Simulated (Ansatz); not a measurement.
# Photoemission of Si(111) with OH, part 2 of 3

What would XPS and angle-resolved spectra of Si(111) with OH look like?

Ansatz 0.2.0; DFT, PBE, plane-wave PAW, default files, scalar-relativistic.

So far: The structure; Relaxation; Layer-resolved bands, DOS and potential.

### 3. Layer-resolved bands, DOS and potential (continued)

Sums over each group's atoms; a table of it gives point samples, which can step over narrow peaks. The DOS of the group by E, zero at the valence-band maximum; 7 of 14 lines; values in states/eV:

```
E (eV)  other layers: Si 3p  adsorbate: O 2p  layer 2: Si 3p  middle: Si 3p  layer 3: Si 3p  other layers: Si 3s  layer 1: Si 3p
   -22                    0                0               0              0               0                    0               0
   -21                    0           0.0142         0.00216         2.5e-5          9.4e-5                    0          0.0362
   -20                    0                0               0              0               0                    0               0
   -19                    0                0               0              0               0                    0               0
   -18                    0                0               0              0               0                    0               0
   -17                    0                0               0              0               0                    0               0
   -16                    0                0               0              0               0                    0               0
   -15                    0                0               0              0               0                    0               0
   -14                    0                0               0              0               0                    0               0
   -13                    0                0               0              0               0                    0               0
   -12              0.00229          0.00111         0.00109         2.6e-5          2.4e-4               0.0269         0.00173
   -11                0.162            0.130          0.0700          0.157           0.146                0.885          0.0896
   -10                0.686             1.02           0.456          0.324           0.321                 2.11           0.304
    -9                0.452            0.908           0.158          0.343          0.0976                 1.17           0.198
    -8                 1.10             4.99           0.134         0.0835            1.22                 1.61            1.95
    -7                 1.24            0.834           0.722           1.18           0.374                 1.67           0.871
    -6                0.535            0.935           0.606          0.500           0.556                0.381           0.642
    -5                0.520             3.42           0.516          0.344           0.611                0.210           0.694
    -4                 7.31             8.51            1.89          0.895            1.17                0.405            1.86
    -3                 5.66             2.05            2.36           3.88            3.58                0.340           0.893
    -2                 4.81             1.18            3.07           2.38            3.10                0.255            1.17
    -1                 2.66            0.378            1.81           1.06            1.08               8.4e-4            1.27
     0                0.167           0.0403           0.297          0.193           0.127               3.7e-6           0.282
     1                0.572           0.0407           0.219          0.754           0.643                0.261           0.451
     2                 2.11            0.316           0.869           1.59            1.55                0.998            1.59
     3                 4.31            0.239            1.59           2.21            3.12                 1.24            2.01
     4                 4.24            0.262            1.72           2.89            2.32                 1.29            1.66
```

This run's widths, added to any smearing of the DOS itself: Gaussian 0.3 eV, Lorentzian 0.2 eV plus 0.03 an eV of depth. Table of intensity by binding energy, zero at the valence-band maximum; values in % of the maximum within 13 eV:

```
binding energy (eV)  21.2 eV  60 eV  250 eV  1486.7 eV  5414.7 eV
                 -1    0.708  0.776    1.26       1.25      0.775
                  0     2.36   2.90    5.98       5.08       2.18
                  1     9.92   11.9    25.1       21.2       8.39
                  2     26.4   29.6    57.2       53.6       27.1
                  3     36.4   37.7    58.5       53.6       29.4
                  4     97.2   97.3    97.0       64.9       36.7
                  5     48.7   51.1    54.2       45.3       31.4
                  6     21.8   23.2    37.8       57.5       49.9
                  7     16.8   17.7    34.0       63.2       58.7
                  8     41.4   40.1    50.0       72.2       66.0
                  9     25.9   25.4    37.4       72.8       72.3
                 10     18.7   19.8    36.9       84.7       85.6
                 11     5.20   6.46    17.0       46.3       47.9
                 12        -   1.76    4.42       11.6       11.9
                 13        -  0.828    1.73       3.57       3.41
                 14        -  0.590    1.27       2.28       2.03
                 15        -  0.505    1.19       1.93       1.59
                 16        -  0.509    1.35       2.04       1.54
                 17        -  0.618    1.85       2.64       1.86
                 18        -  0.959    3.17       4.38       2.93
                 19        -   2.18    7.68       10.4       6.75
                 20        -   11.1    40.3       54.3       34.7
                 21        -   18.6    67.6       91.1       58.1
                 22        -   2.85    10.2       13.8       8.84
```

Maxima picked by a test of local sharpness, so broad peaks and shoulders can be missing; peaks within 0.45 eV of a curve's cut are left out. Valence peaks, by row:

```
photon energy (eV)  binding energy (eV)  height (% of the maximum within 13 eV)  main shell  its share (%)
              21.2                9.344                                   33.59        O 2p          78.05
              21.2                8.044                                   42.39        O 2p          79.42
              21.2                6.444                                   23.49        O 2p          66.47
              21.2                4.094                                     100        O 2p          89.21
              21.2                1.794                                   28.13        O 2p          67.49
                60                20.59                                   29.62        O 2s          86.87
                60                9.394                                   33.33        O 2p          79.95
                60                8.044                                   41.01        O 2p          83.81
                60                6.444                                   23.75        O 2p          67.14
                60                4.094                                     100        O 2p          91.07
                60                1.794                                   31.65        O 2p          61.24
               250                20.59                                     108        O 2s          95.64
               250                9.444                                   49.51       Si 3s          48.25
               250                8.044                                   50.83        O 2p          47.38
               250                6.444                                   45.66       Si 3s          33.54
               250                5.844                                   38.53        O 2p          34.93
               250                4.094                                     100        O 2p           63.8
               250                2.944                                      59       Si 3p          57.08
               250                1.794                                   62.32       Si 3p          70.84
              1487                20.59                                   145.5        O 2s          95.97
              1487                9.544                                     100       Si 3s          89.27
              1487                8.044                                   73.03       Si 3s          76.97
              1487                6.494                                   81.27       Si 3s          72.66
              1487                5.144                                    45.8       Si 3s           49.9
              1487                4.094                                   66.76       Si 3p          38.09
              1487                2.944                                   54.38       Si 3p          59.16
              1487                1.794                                   57.22       Si 3p          70.79
              5415                20.59                                   92.68        O 2s          94.84
              5415                9.544                                     100       Si 3s           96.9
              5415                8.044                                   66.73       Si 3s          91.25
              5415                6.494                                   73.82       Si 3s          87.98
              5415                4.094                                   37.71       Si 3s           64.8
              5415                2.944                                   29.78       Si 3s          58.01
              5415                1.844                                   28.07       Si 3s          47.49
```

The planar mean, electrostatic potential oscillates, so the rows of the table below give means over windows of 1 Å about each position, cut where the curve ends. Its maxima inside the range that stand out by 2 % of the span (Å: eV): 10.4: 1.94, 13.5: 1.95, 16.6: 1.49. Its minima: 8.9: -11.5, 12.0: -11.5, 15.2: -11.4, 17.4: -1.29.

From the valence-band maximum. Table of planar mean, electrostatic potential by z; means over each step:

```
z (Å)  planar mean, electrostatic potential (eV)
    0                                       4.41
    1                                       4.46
    2                                       4.48
    3                                       4.48
    4                                       4.48
    5                                       4.48
    6                                       4.28
    7                                       2.43
    8                                      -4.12
    9                                      -10.2
   10                                      -1.15
   11                                      -2.60
   12                                      -10.4
   13                                      -2.67
   14                                     -0.989
   15                                      -10.1
   16                                      -4.45
   17                                     -0.188
   18                                       2.11
   19                                       4.24
   20                                       4.29
   21                                       4.30
   22                                       4.30
   23                                       4.30
   24                                       4.34
```

The intensity has structure finer than the step of the table below, so its rows give means over 1 eV, whole bins alone (the curve runs from -22.5 to 1.38 eV). Peaks (eV: height): O K -9.3: 29.6, -8.0: 39.3, -4.1: 99.6; O K, E along x -8.0: 42.2, -4.1: 82.1; O K, E along y -4.0: 163; O K, E along z -9.3: 61.0, -8.0: 62.1, -4.6: 77.2; Si K-beta -1.8: 100.0.

Shapes are the site's partial DOS without matrix elements, which overweights lines from ligand s bands. The intensity by emission energy less the core level's binding energy, zero at the valence-band maximum; means over each step; 7 of 9 lines; values in % of the unpolarised maximum:

```
emission energy less the core level's binding energy (eV)    O K  O K, E along x  O K, E along y  O K, E along z  Si K-beta  Si K-beta, E along x  Si K-beta, E along y
                                                      -22  0.256           0.481           0.174           0.114      0.490                 0.184                 0.183
                                                      -21   1.34            2.82           0.887           0.329       1.63                 0.304                 0.298
                                                      -20  0.948            1.95           0.628           0.268       1.30                 0.300                 0.295
                                                      -19  0.236           0.394           0.161           0.153      0.480                 0.257                 0.256
                                                      -18  0.166           0.221           0.114           0.164      0.367                 0.286                 0.285
                                                      -17  0.167           0.190           0.112           0.199      0.375                 0.339                 0.338
                                                      -16  0.193           0.200           0.125           0.254      0.432                 0.417                 0.414
                                                      -15  0.242           0.236           0.147           0.343      0.535                 0.534                 0.530
                                                      -14  0.328           0.303           0.184           0.497      0.715                 0.728                 0.721
                                                      -13  0.497           0.431           0.244           0.815       1.09                  1.12                  1.11
                                                      -12   1.01           0.761           0.376            1.90       2.37                  2.46                  2.43
                                                      -11   3.69            2.26           0.885            7.93       6.92                  7.38                  7.27
                                                      -10   15.1            9.78            3.26            32.2       13.4                  14.9                  14.4
                                                       -9   22.3            17.5            5.72            43.8       15.3                  16.9                  16.1
                                                       -8   26.6            28.5            9.43            41.8       16.6                  15.7                  15.4
                                                       -7   12.2            20.1            8.10            8.50       24.7                  24.3                  25.6
                                                       -6   18.5            31.5            14.0            10.0       28.3                  27.7                  28.0
                                                       -5   49.1            57.4            39.3            50.7       32.4                  32.2                  31.4
                                                       -4   82.7            67.9             132            48.2       62.9                  58.4                  63.4
                                                       -3   28.3            23.8            48.8            12.3       79.4                  81.7                  79.4
                                                       -2   18.9            16.4            33.4            6.94       93.2                  95.3                  92.8
                                                       -1   6.93            6.17            12.6            2.03       50.1                  59.1                  59.3
                                                        0   1.67            1.56            2.89           0.567       15.2                  19.6                  20.3
```

Sums over each group's atoms; left-over states aren't shared out by site. Site centres, by row:

```
       group  element  shell  occupied states  centre of occupied part (eV)  centre up to the window's top (eV)
   adsorbate        O     2s            6.606                        -18.82                                 -17
   adsorbate        O     2p            20.31                        -5.452                              -5.133
   adsorbate        H     1s            2.314                        -13.77                              -7.812
     layer 1       Si     3s            4.415                        -8.759                              -5.557
     layer 1       Si     3p            9.209                        -5.302                              -2.017
     layer 2       Si     3s            4.815                        -7.816                               -5.38
     layer 2       Si     3p            11.55                        -3.609                              -1.584
     layer 3       Si     3s            4.737                        -8.053                              -5.079
     layer 3       Si     3p            11.11                        -3.878                              -1.414
      middle       Si     3s            4.731                        -8.053                              -4.961
      middle       Si     3p            11.12                        -3.867                              -1.371
other layers       Si     3s            9.302                        -8.193                              -5.169
other layers       Si     3p            22.04                        -3.832                              -1.366
other layers        H     1s            4.165                        -5.283                              -3.083
```

Window up to 4.6 eV. Shell moments, by row:

```
element  shell  occupied states an atom  centre of occupied part (eV)  rms width of occupied part (eV)  centre up to the window's top (eV)  rms width up to the window's top (eV)
      O     2s                    1.652                        -18.82                            4.903                                 -17                                  7.648
      O     2p                    5.078                        -5.452                            2.776                              -5.133                                   3.17
      H     1s                   0.8098                        -8.314                            5.921                              -4.906                                  7.324
     Si     3s                    1.167                         -8.17                            2.753                              -5.213                                  5.456
     Si     3p                     2.71                        -4.014                             2.94                               -1.51                                  4.198
```

The spectra weight each projected shell by its atomic cross section (Dirac–Hartree–Slater) and angular factor, for unpolarised light with the analyser at 54.7° from the beam. Broadening, on top of any smearing of the DOS itself: a Gaussian of 0.3 eV and a Lorentzian of 0.2 eV plus 0.03 times the binding energy (full widths), Fermi edge at 20 K. Each atom is damped by exp[−depth/(λ cos θ)], θ = 0° from the normal, λ from the universal curve. Curves are cut 10 eV under the photon energy, above any shell that the free atom's threshold puts out of reach, or at the lower edge of the window: 11.2 eV at 21.2 eV, 22.5 eV at 60 eV, 22.5 eV at 250 eV, 22.5 eV at 1486.7 eV and 22.5 eV at 5414.7 eV. Dipole terms alone, which is rough above 3 keV; no background, satellites or final-state effects.

How the area divides among the shells (%):

```
shell  21.2 eV  60 eV  250 eV  1486.7 eV  5414.7 eV
 O 2s      0.0   10.5    25.3       26.3       21.5
 O 2p     80.7   71.6    30.1        5.5        1.2
 H 1s      8.1    1.0     0.3        0.1        0.0
Si 3s      3.0    5.4    17.5       49.3       69.2
Si 3p      8.2   11.4    26.8       18.9        8.1
```

(Continued in part 3 of 3.)

[Logs are printed without paths, hosts, clocks, repeated set-up lines and the standing remarks that a program may print on its own settings, such as how far it seeks lower states.]

[Hosts, paths, dates, database ids (printed as entryN), source tags and the programs' standing remarks are cut or masked in the printed files.]

[Maps of the electrostatic potential energy from Ansatz leave out the sawtooth potential of an applied field or a dipole correction, so their vacuum need not be flat; work functions include it.]
